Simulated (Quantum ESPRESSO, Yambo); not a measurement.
# A GW chain in Yambo: N (P4_2/mnm), part 2 of 3

Wanted: ground state, empty states, screening and self-energy for N (P4_2/mnm).

Quantum ESPRESSO 7.5 and Yambo 5.3.0; LDA and many-body steps on it, plane waves. Known limits of the many-body steps: not at the basis limit; coarse k mesh.

So far. Step 2 (Ground state): The gap is indirect, with the least direct gap 0.20 eV higher. Step 3 (Bands along the symmetry lines): The gap is 6.720 eV, as in the run before at this level.

**4. Empty states on the mesh, 4×4×2 mesh, 104 bands**

Level of this step: DFT, LDA, plane waves, norm-conserving pseudopotentials (Quantum ESPRESSO).

The sums over transitions need many empty states on a uniform mesh; this step solves for them.

Contents of pw.in:

```
&control
  calculation = 'nscf'
  prefix = 'x'
  outdir = 'o'
  pseudo_dir = 'pseudo'
/
&system
  ibrav = 0
  nat = 4
  ntyp = 1
  ecutwfc = 72.0
  nbnd = 104
  force_symmorphic = .true.
/
&electrons
  conv_thr = 1e-9
  electron_maxstep = 80
  diago_full_acc = .true.
  diago_thr_init = 5e-6
/
ATOMIC_SPECIES
  N 14.007 N.upf
CELL_PARAMETERS angstrom
  4.0840619700 0.0000000000 0.0000000000
  0.0000000000 4.0840619700 0.0000000000
  0.0000000000 0.0000000000 5.3459132500
ATOMIC_POSITIONS crystal
  N 0.9042752000 0.9042752000 0.0000000000
  N 0.5957248000 0.4042752000 0.5000000000
  N 0.0957248000 0.0957248000 0.0000000000
  N 0.4042752000 0.5957248000 0.5000000000
K_POINTS automatic
  4 4 2 0 0 0
```

Started as:

```console
> OMP_NUM_THREADS=1 mpirun -n 4 pw.x -nk 4 -in pw.in > pw.out
```

The program printed:

```text
[banner, memory and clock lines left out]
Program PWSCF v.7.5 starts

     Atomic positions and unit cell read from directory:
     o/x.save/

     Message from routine setup:
     using ibrav=0 with symmetry is DISCOURAGED, use correct ibrav instead

     G-vector sticks info

     bravais-lattice index     =            0
     lattice parameter (alat)  =       7.7178  a.u.
     unit-cell volume          =     601.7321 (a.u.)^3
     number of atoms/cell      =            4
     number of atomic types    =            1
     number of electrons       =        20.00
     number of Kohn-Sham states=          104
     kinetic-energy cutoff     =      72.0000  Ry
     charge density cutoff     =     288.0000  Ry
     Exchange-correlation= SLA  PW   NOGX NOGC
                           (   1   4   0   0   0   0   0)

     celldm(1)=   7.717759  celldm(2)=   0.000000  celldm(3)=   0.000000
     celldm(4)=   0.000000  celldm(5)=   0.000000  celldm(6)=   0.000000

     crystal axes: (cart. coord. in units of alat)
               a(1) = (   1.000000   0.000000   0.000000 )
               a(2) = (   0.000000   1.000000   0.000000 )
               a(3) = (   0.000000   0.000000   1.308970 )

     reciprocal axes: (cart. coord. in units 2 pi/alat)
               b(1) = (  1.000000  0.000000  0.000000 )
               b(2) = (  0.000000  1.000000  0.000000 )
               b(3) = (  0.000000  0.000000  0.763960 )
     Pseudo is Norm-conserving + core correction, Zval =  5.0
     Generated using ONCVPSP code by D. R. Hamann
     Using radial grid of 1058 points,  4 beta functions with:
     N                 5.00    14.00700     N ( 1.00)

      8 Sym. Ops., with inversion, found

   Cartesian axes

     site n.     atom                  positions (alat units)
         1        N      tau(   1) = (   0.9042752   0.9042752   0.0000000  )
         2        N      tau(   2) = (   0.5957248   0.4042752   0.6544848  )
         3        N      tau(   3) = (   0.0957248   0.0957248   0.0000000  )
         4        N      tau(   4) = (   0.4042752   0.5957248   0.6544848  )

     number of k points=    14
                       cart. coord. in units 2pi/alat
        k(    1) = (   0.0000000   0.0000000   0.0000000), wk =   0.0625000
        k(    2) = (   0.0000000   0.0000000  -0.3819798), wk =   0.0625000
        k(    3) = (   0.0000000   0.2500000   0.0000000), wk =   0.2500000
[...]
k(   13) = (  -0.2500000   0.2500000   0.0000000), wk =   0.1250000
        k(   14) = (  -0.2500000   0.2500000   0.3819798), wk =   0.1250000

     Dense  grid:    49655 G-vectors     FFT dimensions: (  45,  45,  60)

     The potential is recalculated from file :
     o/x.save/charge-density

     Starting wfcs are   16 randomized atomic wfcs +   88 random wfcs

     Band Structure Calculation

     End of band structure calculation

          k = 0.0000 0.0000 0.0000 (  6191 PWs)   bands (ev):

   -23.8846 -23.8192  -8.8194  -8.8194  -7.7822  -7.1885  -7.1885  -7.0935
    -6.7330  -5.8685   1.0559   1.9678   2.3413   2.3413   5.1511   7.3009
     7.9772  11.8206  11.8206  12.6626  13.1706  13.4483  13.9605  13.9605
[...]
k = 0.0000 0.0000-0.3820 (  6236 PWs)   bands (ev):

[...]
k = 0.0000 0.2500 0.0000 (  6207 PWs)   bands (ev):

[...]
49.3700  50.7503  51.4170  51.5114  51.6476  51.7226  52.2914  52.5637
    53.4082  53.4907  53.6305  54.3655  54.5183  55.3655  55.6966  55.8273

          k = 0.0000 0.2500-0.3820 (  6184 PWs)   bands (ev):

     [... further k-points ...]

     highest occupied, lowest unoccupied level (ev):    -5.6640    1.0559

     XML data file, pseudopotentials, collected wavefunctions
```

Run time: 16 s. Hardware: 4 MPI ranks of Arm Neoverse V2, shared host; peak memory 0.43 GiB; 64 s of CPU time.

Numbers from this step:

- gap: 6.720 eV
- k of the valence top: -0.5, -0.5, -0.5
- k of the conduction bottom: 0, 0, 0
- least direct gap: 6.924 eV
- k points computed: 14
- lowest point of the top converged band, above the valence top: 60.0618 eV

On this mesh the gap is 6.720 eV.

**5. Conversion and set-up**

This step: Yambo 5.3.0; conversion and set-up on LDA, plane waves, norm-conserving pseudopotentials.

The states are converted to the many-body program's format and the q mesh is built.

Started as:

```console
> (cd o/x.save; p2y > p2y.log; mv SAVE ../..); yambo > setup.log
```

The program printed:

```text
 Yambo, version 5.3.0

 [02] CORE Variables Setup
 =========================

  [02.01] Unit cells
  ==================

  Cell kind             :  Unknown
  Atoms in the cell     :  N
  number of N  atoms    :   4

  List of atomic masses
  Mass of N     :  14.00700

  List of atomic coordinates    : [cc]
  N1       :  6.978978  6.978978  0.000000  order 1
  N2       :  4.597660  3.120098  5.051156  order 2
  N3       :  0.738781  0.738781  0.000000  order 3
  N4       :  3.120098  4.597660  5.051156  order 4

  Alat factors          :   7.71776   7.71776  10.10231 [a.u.]
  Direct lattice volume :  601.7321 [a.u.]
  Direct lattice vectors:  A[ 1 ]  A[ 2 ]  A[ 3 ]
   A[ 1 ]:  1.000000  0.000000  0.000000  [iru]
   7.717759  0.000000  0.000000  [cc]
   A[ 2 ]:  0.000000  1.000000  0.000000  [iru]
   0.000000  7.717759  0.000000  [cc]
   A[ 3 ]:  0.000000  0.000000  1.000000  [iru]
    0.00000   0.00000  10.10231  [cc]

  Recip. lattice volume :  0.412227 [a.u.]
  Recip. lattice vectors:  B[ 1 ]  B[ 2 ]  B[ 3 ]
   B[ 1 ]:  1.000000  0.000000  0.000000  [iku]
   0.814120  0.000000  0.000000  [cc]
   B[ 2 ]:  0.000000  1.000000  0.000000  [iku]
   0.000000  0.814120  0.000000  [cc]
   B[ 3 ]:  0.000000  0.000000  1.000000  [iku]
   0.000000  0.000000  0.621955  [cc]

  [02.02] Symmetries
  ==================

  Inversion symmetry    : yes
  Spatial inversion     : yes
  Inversion index       :   5
  K-space Time-reversal : no
  Magnetic symmetries   : no
  Group table correct   : yes
  Symmetries units      :  [cc]

   [S 1]:  1.000000  0.000000  0.000000  0.000000  1.000000  0.000000  0.000000  0.000000  1.000000
   [S 2]: -1.000000  0.000000  0.000000  0.000000 -1.000000  0.000000  0.000000  0.000000  1.000000
   [S 3]:  0.000000  1.000000  0.000000  1.000000  0.000000  0.000000  0.000000  0.000000 -1.000000
[...]
[S 7]:  0.000000 -1.000000  0.000000 -1.000000  0.000000  0.000000  0.000000  0.000000  1.000000
   [S 8]:  0.000000  1.000000  0.000000  1.000000  0.000000  0.000000  0.000000  0.000000  1.000000

  [02.03] Reciprocal space
  ========================

  nG shells         :  3034
  nG charge         :   49655
  nG WFs            :   7541
  nC WFs            :   6236
  G-vecs. in first 80 shells:  [ Number ]
     1    3    7   15   19   21   29   37   41
    49   57   65   67   83   91   99  107  123
   127  135  139  147  149  157  165  181  189
[...]
669   685   693   717   725   741   757   773
  ...
  Shell energy in first 80 shells:  [ mHa ]
[...]
6407.39      6408.59      6492.33      6627.92      6738.79      6821.34      6962.91      7043.06      7294.30
    7374.46      7401.58      7402.78      7486.52      7625.70      7705.86      7817.92      8149.31      8284.90
    8288.49      8368.65      8396.96      8478.32      8616.30      8619.89      8728.36      8809.71
  ...

[...]
K [12]         [rlu]: -0.500000 -0.500000 -0.500000
[...]
K [13]         [rlu]: -0.250000  0.250000  0.000000
         WF components:   6213
  K [14]         [rlu]: -0.250000  0.250000  0.500000
         WF components:   6204

  [02.05] Energies & Occupations
  ==============================

  [X] === General ===
  [X] Electronic Temperature                        :  0.000000  0.000000 [eV K]
  [X] Bosonic    Temperature                        :  0.000000  0.000000 [eV K]
  [X] Finite Temperature mode                       : no
  [X] El. density                                   :  0.22430E+24 [cm-3]
  [X] Fermi Level                                   : -5.664042 [eV]

  [X] === Gaps and Widths ===
  [X] Conduction Band Min                           :  6.719926 [eV]
  [X] Valence Band Max                              :  0.000000 [eV]
  [X] Filled Bands                                  :  10
  [X] Empty Bands                                   :   11  104
  [X] Direct Gap                                    :  6.924388 [eV]
  [X] Direct Gap localized at k                     :  1
  [X] Indirect Gap                                  :  6.719926 [eV]
  [X] Indirect Gap between kpts                     :  12   1
  [X] Last valence band width                       :  0.462855 [eV]
  [X] 1st conduction band width                     :  1.063195 [eV]

  E @ K [ 1]:  [eV]
  -18.22053 -18.15515  -3.15540  -3.15540  -2.11819  -1.52444  -1.52444  -1.42950
[...]
occ @ K [ 1]
[...]
E @ K [ 2]:  [eV]
[...]
occ @ K [ 2]
[...]
E @ K [ 3]:  [eV]
[...]
occ @ K [ 3]
[...]
E @ K [ 8]:  [eV]
[...]
occ @ K [ 8]
[...]
E @ K [ 9]:  [eV]
[...]
occ @ K [ 9]
[...]
E @ K [10]:  [eV]
[...]
occ @ K [10]
[...]
E @ K [11]:  [eV]
[...]
occ @ K [11]
[...]
E @ K [12]:  [eV]
[...]
occ @ K [12]
[...]
E @ K [13]:  [eV]
[...]
occ @ K [13]
[...]
E @ K [14]:  [eV]
[...]
occ @ K [14]
[...]
2.000000  2.000000  0.000000  0.000000  0.000000  0.000000  0.000000  0.000000
   0.000000  0.000000  0.000000  0.000000  0.000000  0.000000  0.000000  0.000000

 [03] Transferred momenta grid and indexing
 ==========================================

 IBZ Q-points                                      :  14
 BZ  Q-points                                      :   32

 K/Q-points units:
 rlu = crystal or reduced units; cc = cartesian coordinates; iku = interal k-units

 Q [ 1]         [rlu]:  0.000000  0.000000  0.000000
 Q [ 2]         [rlu]:  0.000000  0.000000 -0.500000
 Q [ 3]         [rlu]:  0.000000  0.250000  0.000000
[...]
Q [ 8]         [rlu]:  0.250000  0.250000 -0.500000
 Q [ 9]         [rlu]:  0.250000 -0.500000  0.000000
 Q [10]         [rlu]:  0.250000 -0.500000 -0.500000
 Q [11]         [rlu]: -0.500000 -0.500000  0.000000
 Q [12]         [rlu]: -0.500000 -0.500000 -0.500000
 Q [13]         [rlu]: -0.250000  0.250000  0.000000
 Q [14]         [rlu]: -0.250000  0.250000  0.500000

  [03.01] X indexes
  =================

   [03.01.01] Sigma indexes
   ========================

 [06] Game Over & Game summary
```

It took 1.7 s on 1 MPI rank; peak memory 0.25 GiB.

(Part 2 of 3 ends here.)

[Paths, hosts, dates, memory and timing lines, banners, echoed tables and standing remarks are left out of the program output.]

[Logs are printed without paths, hosts, clocks, repeated set-up lines and the standing remarks that a program may print on its own settings, such as how far it seeks lower states.]

[Runs of the session that timed out or met a known fault of the program may be left out.]

[Hosts, paths, dates, database ids (printed as entryN), source tags and the programs' standing remarks are cut or masked in the printed files.]
